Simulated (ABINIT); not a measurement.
# Quasiparticle gap of AlN (F-43m) in ABINIT, part 2 of 3

How does a plane-wave GW calculation on AlN (F-43m) run from the first input to the gap?

ABINIT 10.8.3; LDA and many-body steps on it, plane waves. Known limits of the many-body steps: short of the basis limit.

So far. Step 2 (Ground state): The gap is indirect, with the least direct gap 0.98 eV higher.

### Step 3. Bands along the symmetry lines

Level of this step: DFT, LDA, plane waves, norm-conserving pseudopotentials (ABINIT).

The cheap functional maps the bands first; the places of the edges decide which points the dearer methods must see.

File run.abi:

```
acell 3*1.0 Angstrom
rprim 
  -0.000000000000 2.183993559600 2.183993559600
  2.183993559600 -0.000000000000 2.183993559600
  2.183993559600 2.183993559600 -0.000000000000
ntypat 2
znucl 13 7
natom 2
typat 1 2
xred 
  0.000000000000 0.000000000000 0.000000000000
  0.750000000000 0.750000000000 0.750000000000
pp_dirpath "pseudos"
pseudos "Al.upf, N.upf"
ecut 36
iscf -2
irdden 1
kptopt 0
nkpt 50
kpt 
  0.00000000 0.00000000 0.00000000
  -0.06250000 -0.06250000 0.00000000
  -0.12500000 -0.12500000 0.00000000
  -0.18750000 -0.18750000 0.00000000
  -0.25000000 -0.25000000 0.00000000
  -0.31250000 -0.31250000 0.00000000
  -0.37500000 -0.37500000 0.00000000
  -0.43750000 -0.43750000 0.00000000
  -0.50000000 -0.50000000 0.00000000
  -0.48437500 -0.48437500 0.03125000
  -0.46875000 -0.46875000 0.06250000
  -0.45312500 -0.45312500 0.09375000
  -0.43750000 -0.43750000 0.12500000
  -0.42187500 -0.42187500 0.15625000
  -0.40625000 -0.40625000 0.18750000
  -0.39062500 -0.39062500 0.21875000
  -0.37500000 -0.37500000 0.25000000
  -0.37500000 0.00000000 0.37500000
  -0.32812500 0.00000000 0.32812500
  -0.28125000 0.00000000 0.28125000
  -0.23437500 0.00000000 0.23437500
  -0.18750000 0.00000000 0.18750000
  -0.14062500 0.00000000 0.14062500
  -0.09375000 0.00000000 0.09375000
  -0.04687500 0.00000000 0.04687500
  0.00000000 0.00000000 0.00000000
  0.00000000 0.00000000 0.06250000
  0.00000000 0.00000000 0.12500000
  0.00000000 0.00000000 0.18750000
  0.00000000 0.00000000 0.25000000
  0.00000000 0.00000000 0.31250000
  0.00000000 0.00000000 0.37500000
  0.00000000 0.00000000 0.43750000
  0.00000000 0.00000000 0.50000000
  -0.06250000 -0.03125000 0.46875000
  -0.12500000 -0.06250000 0.43750000
  -0.18750000 -0.09375000 0.40625000
  -0.25000000 -0.12500000 0.37500000
  -0.31250000 -0.15625000 0.34375000
  -0.37500000 -0.18750000 0.31250000
  -0.43750000 -0.21875000 0.28125000
  -0.50000000 -0.25000000 0.25000000
  -0.50000000 -0.28125000 0.21875000
  -0.50000000 -0.31250000 0.18750000
  -0.50000000 -0.34375000 0.15625000
  -0.50000000 -0.37500000 0.12500000
  -0.50000000 -0.40625000 0.09375000
  -0.50000000 -0.43750000 0.06250000
  -0.50000000 -0.46875000 0.03125000
  -0.50000000 -0.50000000 0.00000000
istwfk *1
nband 14
nbdbuf 5
tolwfr 1e-07
nstep 50
prtwf 0
prtvol 0
indata_prefix "in"
outdata_prefix "out"
tmpdata_prefix "tmp"
```

Run with:

```sh
$ OMP_NUM_THREADS=1 mpirun -n 8 abinit run.abi > log
```

Output:

```text
.Version 10.8.3 of ABINIT. v10.8.2 released Aug 2026.

 Symmetries : space group F-4 3 m (#216); Bravais cF (face-center cubic)
[... echo of the input left out ...]
== DATASET  1 ==================================================================
-   mpi_nproc: 8, omp_nthreads: 1 (-1 if OMP is not activated)

--- !DatasetInfo
iteration_state: {dtset: 1, }
dimensions: {natom: 2, nkpt: 50, mband: 14, nsppol: 1, nspinor: 1, nspden: 1, mpw: 1475, }
cutoff_energies: {ecut:  36.0, pawecutdg:  -1.0, }
electrons: {nelect:   8.00000000E+00, charge:   0.00000000E+00, occopt:   1.00000000E+00, tsmear:   1.00000000E-02, }

 Real(R)+Recip(G) space primitive vectors, cartesian coordinates (Bohr,Bohr^-1):
 R(1)=  0.0000000  4.1271497  4.1271497  G(1)= -0.1211490  0.1211490  0.1211490
 R(2)=  4.1271497  0.0000000  4.1271497  G(2)=  0.1211490 -0.1211490  0.1211490
 R(3)=  4.1271497  4.1271497  0.0000000  G(3)=  0.1211490  0.1211490 -0.1211490
 Unit cell volume ucvol=  1.4059849E+02 bohr^3
 Angles (23,13,12)=  6.00000000E+01  6.00000000E+01  6.00000000E+01 degrees

 getcut: wavevector=  0.0000  0.0000  0.0000  ngfft=  32  32  32
         ecut(hartree)=     36.000   => boxcut(ratio)=   2.02987

--- Pseudopotential description ------------------------------------------------
- Al Generated using ONCVPSP code by D. R. Hamann
- 13.00000   3.00000  180309                  znucl, zion, pspdat
12 -1012 2 -1 1854                            pspcod,pspxc,lmax,lloc,mmax
     nproj     2     2     2
  pspatm : epsatm=    0.57439143
         --- l  ekb(1:nproj) -->
             0    5.725870    0.726131
             1    6.190420    0.914022
             2   -4.229503   -0.925599
 pspatm: atomic psp has been read  and splines computed

- N Generated using ONCVPSP code by D. R. Hamann
-  7.00000   5.00000  180309                  znucl, zion, pspdat
12 -1012 1 -1 1058                            pspcod,pspxc,lmax,lloc,mmax
     nproj     2     2     0
  pspatm : epsatm=    5.30777321
         --- l  ekb(1:nproj) -->
[...]
pspatm: atomic psp has been read  and splines computed

--------------------------------------------------------------------------------

================================================================================
 prteigrs : about to open file out_EIG
 Non-SCF case, kpt    1 (  0.00000  0.00000  0.00000), residuals and eigenvalues=
  2.89E-08  7.21E-08  9.76E-09  7.77E-08  3.48E-08  5.24E-08  7.78E-08  6.72E-08
  3.70E-08  9.94E-08  5.81E-08  5.52E-08  2.14E-07  2.96E-07
 -3.4191E-01  2.0243E-01  2.0243E-01  2.0243E-01  3.5837E-01  6.5658E-01
  6.5658E-01  6.5658E-01  8.4940E-01  8.4940E-01  8.9826E-01  8.9826E-01
  8.9826E-01  9.6883E-01
 Non-SCF case, kpt    2 ( -0.06250 -0.06250  0.00000), residuals and eigenvalues=
  4.94E-08  7.93E-08  8.44E-09  8.61E-08  5.21E-08  4.70E-08  1.00E-08  6.82E-08
[...]
9.3657E-01  1.0001E+00
 Non-SCF case, kpt    3 ( -0.12500 -0.12500  0.00000), residuals and eigenvalues=
  9.47E-08  7.99E-09  4.90E-08  8.37E-09  1.33E-08  1.46E-08  1.03E-08  1.32E-08
[...]
9.7510E-01  1.0571E+00
[...]
Non-SCF case, kpt   49 ( -0.50000 -0.46875  0.03125), residuals and eigenvalues=
[...]
1.1777E+00  1.2097E+00
 Non-SCF case, kpt   50 ( -0.50000 -0.50000  0.00000), residuals and eigenvalues=
[...]
1.1691E+00  1.2037E+00

--- !ResultsGS
iteration_state: {dtset: 1, }
comment   : Summary of ground state results
lattice_vectors:
- [ -0.0000000,   4.1271497,   4.1271497, ]
- [  4.1271497,  -0.0000000,   4.1271497, ]
- [  4.1271497,   4.1271497,  -0.0000000, ]
lattice_lengths: [   5.83667,    5.83667,    5.83667, ]
lattice_angles: [ 60.000,  60.000,  60.000, ] # degrees, (23, 13, 12)
lattice_volume:   1.4059849E+02
convergence: {deltae:  0.000E+00, res2:  0.000E+00, residm:  9.944E-08, diffor:  0.000E+00, }
etotal    :  -1.28415815E+01
entropy   :   0.00000000E+00
fermie    :   2.02431740E-01
cartesian_stress_tensor: null
pressure_GPa: null
xred      :
- [  0.0000E+00,   0.0000E+00,   0.0000E+00, Al]
- [  7.5000E-01,   7.5000E-01,   7.5000E-01,  N]
cartesian_forces: null
force_length_stats: {min: null, max: null, mean: null, }

 Integrated electronic density in atomic spheres:
 ------------------------------------------------
 Atom  Sphere_radius  Integrated_density
[...]
================================================================================

 ----iterations are completed or convergence reached----

 Mean square residual over all n,k,spin=   44.909E-09; max=  99.438E-09
 reduced coordinates (array xred) for    2 atoms
       0.000000      0.000000      0.000000
       0.750000      0.750000      0.750000

 cartesian coordinates (angstrom) at end:
    1      0.000000     0.000000     0.000000
    2      3.275990     3.275990     3.275990
 length scales=  1.889726  1.889726  1.889726 bohr
              =  1.000000  1.000000  1.000000 angstroms
 prteigrs : about to open file out_EIG
 Eigenvalues (hartree) for nkpt=  50  k points:
 kpt#   1, nband= 14, wtk=  1.00000, kpt=  0.0000  0.0000  0.0000 (reduced coord)
[...]
kpt#   2, nband= 14, wtk=  1.00000, kpt= -0.0625 -0.0625  0.0000 (reduced coord)
[...]
kpt#   3, nband= 14, wtk=  1.00000, kpt= -0.1250 -0.1250  0.0000 (reduced coord)
[...]
kpt#  49, nband= 14, wtk=  1.00000, kpt= -0.5000 -0.4687  0.0313 (reduced coord)
  -0.23961    0.02121    0.13476    0.13477    0.32565    0.51540    0.70556    0.76589
   0.77207    1.06137    1.06447    1.16616    1.17769    1.20965
 kpt#  50, nband= 14, wtk=  1.00000, kpt= -0.5000 -0.5000  0.0000 (reduced coord)
  -0.23969    0.02041    0.13644    0.13644    0.32219    0.51272    0.70677    0.77099
   0.77099    1.06229    1.07185    1.16902    1.16905    1.20374

== END DATASET(S) ==============================================================
================================================================================

 -outvars: echo values of variables after computation  --------
            nband          14
             nkpt          50
          spgroup         216
 [... the other variables as echoed above ...]

 Calculation completed.
```

Wall time 2.5 s (8 MPI ranks of Arm Neoverse V2, shared host); peak memory 0.07 GiB; 19 s of CPU time.

Read from the output:

```yaml
gap: 3.259 eV
k_of_the_valence_top: 0, 0, 0
k_of_the_conduction_bottom: -0.5, -0.5, 0
least_direct_gap: 4.243 eV
```

The gap is 3.259 eV, as in the run before at this level.

Electronic bands along the path, in eV, zero at the top of the highest filled band; v1 is the highest filled band, c1 the lowest empty one:

| point | v4 | v3 | v2 | v1 | c1 | c2 | c3 | c4 |
| --- | --- | --- | --- | --- | --- | --- | --- | --- |
| Γ | -14.81 | 0.00 | 0.00 | 0.00 | 4.24 | 12.36 | 12.36 | 12.36 |
| halfway | -13.66 | -2.87 | -0.99 | -0.99 | 5.92 | 10.07 | 11.39 | 13.80 |
| X | -12.03 | -4.95 | -1.80 | -1.80 | 3.26 | 8.44 | 13.72 | 15.47 |
| halfway | -12.02 | -4.78 | -2.50 | -1.69 | 3.89 | 8.99 | 13.47 | 15.02 |
| U | -12.05 | -4.30 | -3.67 | -1.39 | 5.09 | 9.96 | 12.86 | 13.99 |
| jump to K | -12.05 | -4.30 | -3.67 | -1.39 | 5.09 | 9.96 | 12.86 | 13.99 |
| halfway | -13.55 | -3.54 | -1.52 | -0.21 | 7.31 | 10.14 | 11.22 | 12.41 |
| Γ | -14.81 | 0.00 | 0.00 | 0.00 | 4.24 | 12.36 | 12.36 | 12.36 |
| halfway | -13.94 | -3.26 | -0.26 | -0.26 | 6.43 | 10.80 | 12.16 | 12.16 |
| L | -12.69 | -5.91 | -0.49 | -0.49 | 7.28 | 9.77 | 11.01 | 11.01 |
| halfway | -12.36 | -5.19 | -2.25 | -1.13 | 7.02 | 9.14 | 11.99 | 12.52 |
| W | -11.97 | -3.83 | -3.48 | -2.73 | 5.98 | 11.28 | 11.84 | 11.95 |
| halfway | -12.00 | -4.61 | -2.43 | -2.32 | 4.51 | 9.49 | 13.21 | 13.72 |
| X | -12.03 | -4.95 | -1.80 | -1.80 | 3.26 | 8.44 | 13.72 | 15.47 |

The electronic bands as a text plot (rows in eV, shown from -8.0 to 9.3 only):

```
    8.9 |         +++ +++     ++                    +++       ++
    8.2 |            +        ++                                +
    7.5 |                   ++  +              +++++++
    6.7 |                        ++         +++       ++
    6.0 |    +++           +               +            ++++
    5.3 |  ++   ++        +        ++    ++                 +
    4.6 |++              +           ++++                    +
    3.9 |         +    ++                                     ++
    3.1 |          ++++                                         +
    2.4 |
    1.7 |
    1.0 |
    0.3 |**                      **********
   -0.4 | ****              *****  ***  *  **********
   -1.2 |  ** ****       ***    *****    **         ****
   -1.9 |    *    *******                  *         *  *     ***
   -2.6 |     **       **     ** **                   ** *****
   -3.3 |       **       *****  *           *           *****
   -4.0 |         *       **  **             **         *****
   -4.8 |          *******  **                 *       *     ****
   -5.5 |                                       *   ***
   -6.2 |                                        ***
   -6.9 |
   -7.6 |
         Γ           X  U|K            Γ         L        W     X
```

### Step 4. Empty states on the mesh, 6×6×6 mesh, 540 bands

The sums over transitions need many empty states on a uniform mesh; this step solves for them.

File run.abi:

```
acell 3*1.0 Angstrom
rprim 
  -0.000000000000 2.183993559600 2.183993559600
  2.183993559600 -0.000000000000 2.183993559600
  2.183993559600 2.183993559600 -0.000000000000
ntypat 2
znucl 13 7
natom 2
typat 1 2
xred 
  0.000000000000 0.000000000000 0.000000000000
  0.750000000000 0.750000000000 0.750000000000
pp_dirpath "pseudos"
pseudos "Al.upf, N.upf"
ecut 36
ngkpt 6 6 6
nshiftk 1
shiftk 0 0 0
kptopt 1
chksymbreak 0
irdden 1
istwfk *1
nband 540
prtvol 0
optdriver 6
gwr_task "HDIAGO"
paral_kgb 0
occopt 1
indata_prefix "in"
outdata_prefix "out"
tmpdata_prefix "tmp"
```

Output:

```text
[banner, memory and clock lines left out]
.Version 10.8.3 of ABINIT. v10.8.2 released Aug 2026.

 Symmetries : space group F-4 3 m (#216); Bravais cF (face-center cubic)
[... echo of the input left out ...]
== DATASET  1 ==================================================================
-   mpi_nproc: 8, omp_nthreads: 1 (-1 if OMP is not activated)

--- !DatasetInfo
iteration_state: {dtset: 1, }
dimensions: {natom: 2, nkpt: 16, mband: 540, nsppol: 1, nspinor: 1, nspden: 1, mpw: 1464, }
cutoff_energies: {ecut:  36.0, pawecutdg:  -1.0, }
electrons: {nelect:   8.00000000E+00, charge:   0.00000000E+00, occopt:   1.00000000E+00, tsmear:   1.00000000E-02, }

.Using double precision arithmetic; gwpc =  8

- Reading GS density from: in_DEN

--- Pseudopotential description ------------------------------------------------
- Al Generated using ONCVPSP code by D. R. Hamann
- 13.00000   3.00000  180309                  znucl, zion, pspdat
12 -1012 2 -1 1854                            pspcod,pspxc,lmax,lloc,mmax
     nproj     2     2     2
  pspatm : epsatm=    0.57439143
         --- l  ekb(1:nproj) -->
             0    5.725870    0.726131
             1    6.190420    0.914022
             2   -4.229503   -0.925599
 pspatm: atomic psp has been read  and splines computed

- N Generated using ONCVPSP code by D. R. Hamann
-  7.00000   5.00000  180309                  znucl, zion, pspdat
12 -1012 1 -1 1058                            pspcod,pspxc,lmax,lloc,mmax
     nproj     2     2     0
  pspatm : epsatm=    5.30777321
         --- l  ekb(1:nproj) -->
             0    7.408032    0.617798
             1   -4.361519   -1.032581
 pspatm: atomic psp has been read  and splines computed

   4.70573171E+01                                ecore*ucvol(ha*bohr**3)

 Total charge density [el/Bohr^3]
)     Maximum=    5.4126E-01  at reduced coord.    0.7813    0.7813    0.8125
)     Minimum=    1.1985E-03  at reduced coord.    0.0000    0.0000    0.0000
   Integrated=    8.0000E+00

 === KS gaps after direct diagonalization ===
 Indirect band gap semiconductor
 Fundamental gap:     3.259 (eV)
   VBM:     5.508 (eV) at k: [ 0.0000E+00,  0.0000E+00,  0.0000E+00]
   CBM:     8.767 (eV) at k: [ 5.0000E-01,  5.0000E-01,  0.0000E+00]
 Direct gap:         4.243 (eV) at k: [ 0.0000E+00,  0.0000E+00,  0.0000E+00]

== END DATASET(S) ==============================================================

 -outvars: echo values of variables after computation  --------
           etotal      0.0000000000E+00
            nband         540
             nkpt          16
          spgroup         216
 [... the other variables as echoed above ...]

 Calculation completed.
```

Elapsed: 7.9 s, on 8 MPI ranks; peak memory 1.5 GiB.

Read from the output:

```
gap                                                           : 3.259 eV
k of the valence top                                          : 0, 0, 0
k of the conduction bottom                                    : 0.5, 0.5, 0
least direct gap                                              : 4.243 eV
k points computed                                             : 16
lowest point of the top converged band, above the valence top : 481.4356 eV
```

On this mesh the gap is 3.259 eV.

### Step 5. Screening, 6×6×6 mesh, 532 bands, screening to 598.7 eV

The RPA dielectric matrix is built and inverted for each q.

This step: RPA screening on LDA, plane waves, norm-conserving pseudopotentials.

run.abi: that of step 4 with these lines changed.

```diff
@@ -20,10 +20,11 @@
 chksymbreak 0
-irdden 1
 istwfk *1
-nband 540
-prtvol 0
-optdriver 6
-gwr_task "HDIAGO"
-paral_kgb 0
 occopt 1
+irdwfk 1
+optdriver 3
+nband 532
+ecuteps 22
+inclvkb 2
+awtr 1
+symchi 1
 indata_prefix "in"
```

Output:

```text
.Version 10.8.3 of ABINIT. v10.8.2 released Aug 2026.

 Symmetries : space group F-4 3 m (#216); Bravais cF (face-center cubic)
[... echo of the input left out ...]
== DATASET  1 ==================================================================
-   mpi_nproc: 8, omp_nthreads: 1 (-1 if OMP is not activated)

--- !DatasetInfo
iteration_state: {dtset: 1, }
dimensions: {natom: 2, nkpt: 16, mband: 532, nsppol: 1, nspinor: 1, nspden: 1, mpw: 1464, }
cutoff_energies: {ecut:  36.0, pawecutdg:  -1.0, }
electrons: {nelect:   8.00000000E+00, charge:   0.00000000E+00, occopt:   1.00000000E+00, tsmear:   1.00000000E-02, }

 SCREENING: Calculation of the susceptibility and dielectric matrices

 Based on a program developped by R.W. Godby, V. Olevano, G. Onida, and L. Reining.
 Incorporated in ABINIT by V. Olevano, G.-M. Rignanese, and M. Torrent.
.Using double precision arithmetic ; gwpc =  8

[... cell and pseudopotentials left out ...]
--------------------------------------------------------------------------------

 ==== K-mesh for the wavefunctions ====
 Number of points in the irreducible wedge :    16
[... list of points left out ...]
 Together with 24 symmetry operations and time-reversal symmetry
 yields   216 points in the full Brillouin Zone.

 ==== Q-mesh for the screening function ====
 Number of points in the irreducible wedge :    16
[... list of points left out ...]
 Together with 24 symmetry operations and time-reversal symmetry
 yields   216 points in the full Brillouin Zone.

 setmesh: FFT mesh size selected  =    27x   27x   27
          total number of points  =        19683

 vcoul_init : cutoff-mode = AUXILIARY_FUNCTION
 q-points for optical limit:   1
     1)      0.000010    0.000020    0.000030

- screening: taking advantage of time-reversal symmetry
- Maximum band index for partially occupied states nbvw = 4
- Remaining bands to be divided among processors   nbcw = 528
- Number of bands treated by each node ~66

 Number of electrons calculated from density =    8.0000; Expected =    8.0000
 average of density, n =  0.056900
 r_s =    1.6129
 omega_plasma =   23.0097 [eV]

 calculating chi0 at frequencies [eV] :
  1    0.000000E+00    0.000000E+00
  2    0.000000E+00    2.300966E+01

--------------------------------------------------------------------------------
  q-point number  1        q = ( 0.000000, 0.000000, 0.000000) [r.l.u.]
--------------------------------------------------------------------------------
[... chi0 elements left out ...]
 For q-point:  0.000010 0.000020 0.000030
  dielectric constant =   4.4069
  dielectric constant without local fields =   4.8539

  Average fulfillment of the sum rule on Im[epsilon] for q-point    1 :     99.66  [%]
[... wings left out ...]
  q-point number  2        q = ( 0.166667, 0.000000, 0.000000) [r.l.u.]
--------------------------------------------------------------------------------
[... chi0 elements left out ...]
  Average fulfillment of the sum rule on Im[epsilon] for q-point    2 :    100.47  [%]

 [... 14 further q-points ...]
```

It took 8.3 min on 8 MPI ranks; peak memory 5.4 GiB; 67 min of CPU time.

This step gave:

| Property | Result |
| --- | --- |
| ε∞ with local fields, on this mesh | 4.407 |
| ε∞ without local fields, on this mesh | 4.854 |
| plasma frequency | 23.01 eV |
| plane waves in the screening matrix | 701 |

Local fields lower ε∞ by 9 %.

(Continued in part 3 of 3.)

[Long decimals in the printed logs are rounded to 6 places.]

[Logs are printed without paths, hosts, clocks, repeated set-up lines and the standing remarks that a program may print on its own settings, such as how far it seeks lower states.]

[Paths, hosts, dates, memory and timing lines, banners, echoed tables and standing remarks are left out of the program output; an Ansatz launch command may be rebuilt from the run's recorded settings. Measured values are a selection of at most five: reports struck by readers or far from the other reports are left out. None is set beside runs whose start may be inverted or whose files or cutoffs have a known fault.]

[Runs of the session that timed out or met a known fault of the program may be left out.]

[Hosts, paths, dates, database ids (printed as entryN), source tags and the programs' standing remarks are cut or masked in the printed files.]

[G0W0 gaps are taken among the corrected bands and points alone; a level outside them can change the order at an edge.]

[Where Ansatz stands beside ABINIT at settings called matched, ABINIT's density can come from a denser mesh and the files from another edition; pairs whose starting gaps differed by over 0.03 eV were left out, so agreement reads better than it is.]
